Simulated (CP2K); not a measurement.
Two runs for the C K edge of isobutene. Run A: CP2K XAS_TDP, all-electron GAPW, PBEh(45%), aug-cc-pVDZ, TDA, no relativity. Run B differs in one setting.

First lines with a strength over 0.0015. A:

```tsv
atom	energy (eV)	states	strength, one atom
C1 (bonded to C and 3 H), 2 alike	283.65	1	0.0037
	283.67	1	0.0054
	284.48	1	0.0195
	284.83	1	0.0161
	285.37	1	0.0035
C2 (bonded to 3 C)	281.50	1	0.0580
	285.80	1	0.0068
	286.00	1	0.0021
	287.06	1	0.0017
	287.50	1	0.0151
C4 (bonded to C and 2 H)	281.14	1	0.0465
	283.64	1	0.0046
	284.27	1	0.0171
	284.51	1	0.0027
	284.95	1	0.0057
```

B:

```tsv
atom	energy (eV)	states	strength, one atom
C1 (bonded to C and 3 H), 2 alike	290.01	1	0.0036
	290.03	1	0.0053
	290.84	1	0.0191
	291.20	1	0.0157
	291.74	1	0.0034
C2 (bonded to 3 C)	287.28	1	0.0568
	291.58	1	0.0067
	291.78	1	0.0020
	292.83	1	0.0016
	293.28	1	0.0148
C4 (bonded to C and 2 H)	287.20	1	0.0455
	289.70	1	0.0045
	290.33	1	0.0168
	290.57	1	0.0026
	291.01	1	0.0056
```

Q: Which was it: the basis, scalar relativity switched on, the functional, GW2X switched on?

GW2X switched on. GW2X shifts an atom's lines together and keeps their spacings. Against PBEh(45%) in aug-cc-pVDZ, the leading lines move by +6.36 eV (C1, to 290.84), +5.78 eV (C2, to 287.28) and +6.06 eV (C4, to 287.20).

[Banner, clock and machine lines of the logs are left out without a mark of their own.]

[Logs are printed without paths, hosts, clocks, repeated set-up lines and the standing remarks that a program may print on its own settings, such as how far it seeks lower states.]

[Hosts, paths, dates, database ids (printed as entryN), source tags and the programs' standing remarks are cut or masked in the printed files.]
